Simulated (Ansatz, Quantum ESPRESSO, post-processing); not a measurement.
# Conductance against width: a Si chain with one bond drawn out, part 5 of 5

Wanted: T at the Fermi level along a series, and its decay constant, for a Si chain with one bond drawn out.

Quantum ESPRESSO 7.5; plane-wave DFT, LDA, GBRV ultrasoft pseudopotentials; cross-check by Ansatz 0.2.0 with PAW datasets.

So far. Step 12 (Transmission with pwcond.x, 3 Å): T goes from 0.125 to 0.0105, a factor of 12. Step 13 (Cross-check with Ansatz, 3 Å): Ansatz finds T = 0.00911 against pwcond's 0.0105.

### 14. Ground state, 4 Å

Level of this step: plane-wave DFT, LDA, GBRV ultrasoft pseudopotentials (Quantum ESPRESSO 7.5).

File j4.scf.in:

```
&control
  prefix = 'j4.scf'
  outdir = './out'
  pseudo_dir = './pseudo'
  calculation = 'scf'
  tprnfor = .true.
/
&system
  ibrav = 0
  nat = 10
  ntyp = 1
  ecutwfc = 34
  ecutrho = 170
  occupations = 'smearing'
  smearing = 'mv'
  degauss = 0.01
/
&electrons
  conv_thr = 1e-07
  mixing_beta = 0.25
  electron_maxstep = 120
  mixing_mode = 'local-TF'
/
ATOMIC_SPECIES
  Si  28.0850  si_lda_v1.uspp.F.UPF
CELL_PARAMETERS angstrom
  7.50000000000000 0.00000000000000 0.00000000000000
  0.00000000000000 7.50000000000000 0.00000000000000
  0.00000000000000 0.00000000000000 26.00000000000000
ATOMIC_POSITIONS crystal
  Si  0.500000000000 0.500000000000 0.000000000000
  Si  0.500000000000 0.500000000000 0.084615384615
  Si  0.500000000000 0.500000000000 0.169230769231
  Si  0.500000000000 0.500000000000 0.253846153846
  Si  0.500000000000 0.500000000000 0.338461538462
  Si  0.500000000000 0.500000000000 0.576923076923
  Si  0.500000000000 0.500000000000 0.661538461538
  Si  0.500000000000 0.500000000000 0.746153846154
  Si  0.500000000000 0.500000000000 0.830769230769
  Si  0.500000000000 0.500000000000 0.915384615385
K_POINTS automatic
  1 1 3 0 0 0
```

Launch:

```
OMP_NUM_THREADS=1 mpirun -n 4 pw.x -nk 1 -in j4.scf.in > j4.scf.out
```

Numbers of over 12 decimals in the logs are rounded to 6 here.

The program printed:

```text
[banner, memory and clock lines left out]
Program PWSCF v.7.5 starts
[...]
Message from routine setup:
[...]
number of electrons       =        40.00
     number of Kohn-Sham states=           24
     kinetic-energy cutoff     =      34.0000  Ry
     charge density cutoff     =     170.0000  Ry
[...]
number of k points=     2  Marzari-Vanderbilt smearing, width (Ry)=  0.0100
[...]
Dense  grid:   369367 G-vectors     FFT dimensions: (  60,  60, 216)
[...]
negative rho (up, down):  3.546E-05 0.000E+00
     Starting wfcs are   40 randomized atomic wfcs
[...]
negative rho (up, down):  7.917E-07 0.000E+00
[...]
estimated scf accuracy    <       0.52267783 Ry
[...]
negative rho (up, down):  2.680E-08 0.000E+00
[...]
estimated scf accuracy    <       0.37251224 Ry
[...]
estimated scf accuracy    <       0.05207486 Ry
[...]
estimated scf accuracy    <       0.04503500 Ry
[...]
estimated scf accuracy    <       0.02555530 Ry
[...]
estimated scf accuracy    <       0.01002670 Ry
[...]
estimated scf accuracy    <       0.00210503 Ry
[...]
negative rho (up, down):  4.262E-05 0.000E+00
[...]
estimated scf accuracy    <       0.00088235 Ry
[...]
negative rho (up, down):  2.937E-04 0.000E+00
[...]
estimated scf accuracy    <       0.00157928 Ry
[...]
negative rho (up, down):  1.197E-04 0.000E+00
[...]
estimated scf accuracy    <       0.00022907 Ry
[...]
negative rho (up, down):  3.385E-04 0.000E+00
[...]
estimated scf accuracy    <       0.00022379 Ry
[...]
negative rho (up, down):  5.399E-04 0.000E+00
[...]
estimated scf accuracy    <       0.00004969 Ry
[...]
negative rho (up, down):  4.554E-04 0.000E+00
[...]
estimated scf accuracy    <       0.00004781 Ry
[...]
negative rho (up, down):  1.583E-04 0.000E+00
[...]
estimated scf accuracy    <       0.00006733 Ry
[...]
negative rho (up, down):  2.640E-04 0.000E+00
[...]
estimated scf accuracy    <       0.00000474 Ry
[...]
negative rho (up, down):  1.989E-04 0.000E+00
[...]
estimated scf accuracy    <       0.00000481 Ry
[...]
negative rho (up, down):  1.873E-04 0.000E+00
[...]
estimated scf accuracy    <       0.00000140 Ry
[...]
negative rho (up, down):  1.032E-04 0.000E+00
[...]
estimated scf accuracy    <       0.00000040 Ry
[...]
negative rho (up, down):  7.295E-05 0.000E+00
[...]
estimated scf accuracy    <       0.00000026 Ry
[...]
negative rho (up, down):  6.872E-05 0.000E+00
[...]
estimated scf accuracy    <       0.00000021 Ry
[...]
negative rho (up, down):  7.218E-05 0.000E+00
[...]
estimated scf accuracy    <       0.00000017 Ry
[...]
negative rho (up, down):  6.792E-05 0.000E+00
[...]
the Fermi energy is    -3.5445 ev
!    total energy              =     -94.54495616 Ry
     estimated scf accuracy    <       0.00000004 Ry
     smearing contrib. (-TS)   =      -0.00073282 Ry
     internal energy E=F+TS    =     -94.54422334 Ry
[...]
one-electron contribution =    -100.26427397 Ry
     hartree contribution      =      54.60301228 Ry
     xc contribution           =     -40.91436811 Ry
     ewald contribution        =      -7.96859354 Ry
     convergence has been achieved in  22 iterations
     negative rho (up, down):  6.792E-05 0.000E+00
[...]
Total force =     0.062017     Total SCF correction =     0.000204
[...]
```

The job ended after 48 s (4 MPI ranks of Arm Neoverse V1, shared host; peak memory 1.6 GiB; 3.2 min of CPU time).

Read from the output:

| Quantity | Value |
| --- | --- |
| free energy | -1286.3497 eV |
| Fermi energy | -3.545 eV |

### 15. The open system, 4 Å

File j4.cond.in:

```
&inputcond
  outdir = './out'
  prefixt = 'j4.scf'
  tran_file = 'j4.cond.dat'
  bdl = 0.5866666667
  bds = 3.4666666667
  ikind = 1
  ewind = 4.0
  epsproj = 1e-05
  nz1 = 7
  energy0 = 2.0
  denergy = -0.1
/
1
  0.00000000 0.00000000 1.00000000
41
```

Launch:

```
OMP_NUM_THREADS=1 mpirun -n 4 pwcond.x -in j4.cond.in > j4.cond.out
```

The program printed:

```text
[banner, memory and clock lines left out]
Program PWCOND v.7.5 starts
[citation notice left out]

[...]
./out/j4.scf.save/

[...]
negative rho (up, down):  6.792E-05 0.000E+00
     Reading collected, re-writing distributed wavefunctions

===== INPUT FILE containing all the regions =====

     GEOMETRY:

     lattice parameter (alat)  =      14.1729  a.u.
     the volume                =    9869.4392 (a.u.)^3
     the cross section         =     200.8724 (a.u.)^2
     l of the unit cell        =       3.4667 (alat)
[...]
T_tot    -0.30000      0.96645E-03
   T_tot    -0.40000      0.77487E-03
   T_tot    -0.50000      0.61305E-03
   T_tot    -0.60000      0.47251E-03
   T_tot    -0.70000      0.34635E-03
   T_tot    -0.80000      0.22990E-03
   T_tot    -0.90000      0.12027E-03
   T_tot    -1.00000      0.23263E-04
   T_tot    -1.10000      0.17435E-04
   T_tot    -1.20000      0.14373E-04
   T_tot    -1.30000      0.59211E-05
   T_tot    -1.40000      0.00000E+00
   T_tot    -1.50000      0.00000E+00
   T_tot    -1.60000      0.00000E+00
   T_tot    -1.70000      0.00000E+00
   T_tot    -1.80000      0.00000E+00
   T_tot    -1.90000      0.00000E+00
   T_tot    -2.00000      0.00000E+00

[...]
```

Wall time 2.3 min (4 MPI ranks); peak memory 0.38 GiB.

Numbers from this step:

* transmission at the Fermi level, one spin: 8.68e-4
* conductance: 8.68e-4 G₀

Per spin. Table of transmission by energy, zero at the Fermi level:

energy (eV), transmission and a bar:
```
    -2.00    0.00000 
    -1.80    0.00000 
    -1.60    0.00000 
    -1.40    0.00000 
    -1.20    0.00001 
    -1.00    0.00001 
    -0.90    0.00006 
    -0.70    0.00017 #
    -0.50    0.00031 #
    -0.30    0.00048 ##
    -0.10    0.00073 ###
     0.00    0.00087 ####
     0.10    0.00099 ####
     0.30    0.00116 #####
     0.50    0.00130 ######
     0.70    0.00165 #######
     0.90    0.00200 #########
     1.00    0.00222 ##########
     1.20    0.00274 ############
     1.40    0.00340 ###############
     1.60    0.00426 ###################
     1.80    0.00538 #######################
     2.00    0.00687 ##############################
```

T goes from 0.0105 to 8.7e-4, a factor of 12.

### 16. The same in Ansatz, 4 Å

Level of this step: plane-wave DFT, LDA, Ansatz PAW (Ansatz 0.2.0).

File input.yaml:

```yaml
crystal:
  lattice:
    - [7.5, 0.0, 0.0]
    - [0.0, 7.5, 0.0]
    - [0.0, 0.0, 26.0]
  atoms:
    - { symbol: Si, position: [0.5, 0.5, 0.0] }
    - { symbol: Si, position: [0.5, 0.5, 0.0846153846] }
    - { symbol: Si, position: [0.5, 0.5, 0.1692307692] }
    - { symbol: Si, position: [0.5, 0.5, 0.2538461538] }
    - { symbol: Si, position: [0.5, 0.5, 0.3384615385] }
    - { symbol: Si, position: [0.5, 0.5, 0.5769230769] }
    - { symbol: Si, position: [0.5, 0.5, 0.6615384615] }
    - { symbol: Si, position: [0.5, 0.5, 0.7461538462] }
    - { symbol: Si, position: [0.5, 0.5, 0.8307692308] }
    - { symbol: Si, position: [0.5, 0.5, 0.9153846154] }
kpoints:
  mp_grid: { grid: [1, 1, 4] }
hamiltonian:
  xc: lda
scf:
  occupations: { method: fermi_dirac, width: 0.1 }
  convergence: { dr2_threshold: 1.0e-08 }
output:
  transmission:
    leads: [[0, 1]]
    e_range: [-2.0, 2.0]
    de: 0.05
    kmesh: [1, 1]
    reduced_basis: true
  write_potential: true
  write_density: true
  volumetric_format: npy
```

Launch:

```
ansatz run input.yaml --threads 4 --pin off --max-ram 8192MiB --backend cpu --events-out ev --progress --plain --runs-dir out
```

The program printed:

```text
[...]
Crystal: 10 atoms, lattice volume = 1462.500 Å³
Basis set: ecut = 420 eV, 28607 PW (Γ)
Bands: 30, of which v1, the nominal top of the filled ones, is band 20 counted from 1 (19 counted from 0)
Symmetry: 16 space group operations
[...]
k-points: 3 of 4
[...]
k-point 2: bands = [... 16 lower, -4.3286, -3.8943, -3.8943, -3.6839, -3.4164, -3.4164, -2.7555, -2.7555, ... 6 higher]
--- Transmission ---
  basis      : 497 plane waves across, 33 finite elements along
  points     : 1, standing for a mesh of 1 x 1
[...]
channels       : 3.000000e0 a spin
[...]
junction   : crystal 0 to crystal 0, -0.40 to 23.40 Å
    transmission   : 7.727760e-4 a spin
[...]
[key lines of the parts left out:]
SCF converged after 11 iterations
Free energy (F): -6062.798041 eV
Fermi energy:    -3.574244 eV
```

Elapsed: 28 s, on 4 threads; peak memory 1.3 GiB.

This step gave:

| Quantity | Value |
| --- | --- |
| free energy | -6062.7980 eV |
| energy at zero smearing | -6062.6129 eV |
| smearing term TS | 0.3702 eV |
| Fermi energy | -3.574 eV |
| transmission at the Fermi level, one spin | 7.73e-4 |

Per spin. Transmission against energy, zero at the Fermi level:

energy (eV), transmission and a bar:
```
    -2.00    0.00000 
    -1.85    0.00000 
    -1.70    0.00000 
    -1.60    0.00000 
    -1.45    0.00000 
    -1.30    0.00000 
    -1.15    0.00001 
    -1.05    0.00001 
    -0.90    0.00006 
    -0.75    0.00014 #
    -0.60    0.00023 #
    -0.50    0.00031 #
    -0.35    0.00044 ##
    -0.20    0.00059 ###
    -0.05    0.00073 ###
     0.00    0.00077 ####
     0.05    0.00082 ####
     0.20    0.00095 ####
     0.35    0.00110 #####
     0.50    0.00127 ######
     0.60    0.00140 ######
     0.75    0.00164 #######
     0.90    0.00191 #########
     1.05    0.00224 ##########
     1.15    0.00250 ###########
     1.30    0.00294 #############
     1.45    0.00346 ################
     1.60    0.00410 ###################
     1.70    0.00460 #####################
     1.85    0.00549 #########################
     2.00    0.00660 ##############################
```

Ansatz finds T = 7.7e-4 against pwcond's 8.7e-4.

### 17. The series side by side

All levels:

```tsv
level	T by pwcond	T by Ansatz	lead channels	CPU time (s)
0.5 Å	2.344	2.222	3	509.2
1.2 Å	0.7784	0.6638	3	662.1
2 Å	0.1251	0.1039	3	658
3 Å	0.01055	0.009111	3	686.2
4 Å	8.68e-4	7.73e-4	3	752.6
```

### 18. A check by hand

G = 2.34 × 77.48 µS = 182 µS a cell, a resistance of 5.51 kΩ.

κ = ln(T₁/T₂)/(2Δd) = ln(0.01055/0.0008683)/(2 × 1 Å) = 1.25 1/Å.

### 19. Outcome

| Item | Value |
| --- | --- |
| conductance a cell at 0.5 Å | 2.34 G₀ |
| conductance a cell at 1.2 Å | 0.778 G₀ |
| conductance a cell at 2 Å | 0.125 G₀ |
| conductance a cell at 3 Å | 0.0105 G₀ |
| conductance a cell at 4 Å | 8.7e-4 G₀ |
| fall of ln T per Å over the last interval | 2.50 |

What this shows: The conductance goes from 2.34 G₀ at 0.5 Å to 8.7e-4 G₀ at 4 Å (LDA, GBRV ultrasoft). Interval by interval ln T falls by 1.57, 2.29, 2.47 and 2.50 per Å. The last interval gives κ = 1.25 1/Å in T ∝ exp(−2κd), an apparent barrier of (κ/0.512)² = 5.9 eV. Ansatz follows the series within a factor of 1.20. The geometries are as built, not relaxed, and the leads are short. Semilocal functionals lack the image potential in a vacuum gap.

[Logs are printed without paths, hosts, clocks, repeated set-up lines and the standing remarks that a program may print on its own settings, such as how far it seeks lower states.]

[Hosts, paths, dates, database ids (printed as entryN), source tags and the programs' standing remarks are cut or masked in the printed files.]

[Maps of the electrostatic potential energy from Ansatz leave out the sawtooth potential of an applied field or a dipole correction, so their vacuum need not be flat; planar profiles and work functions include it.]
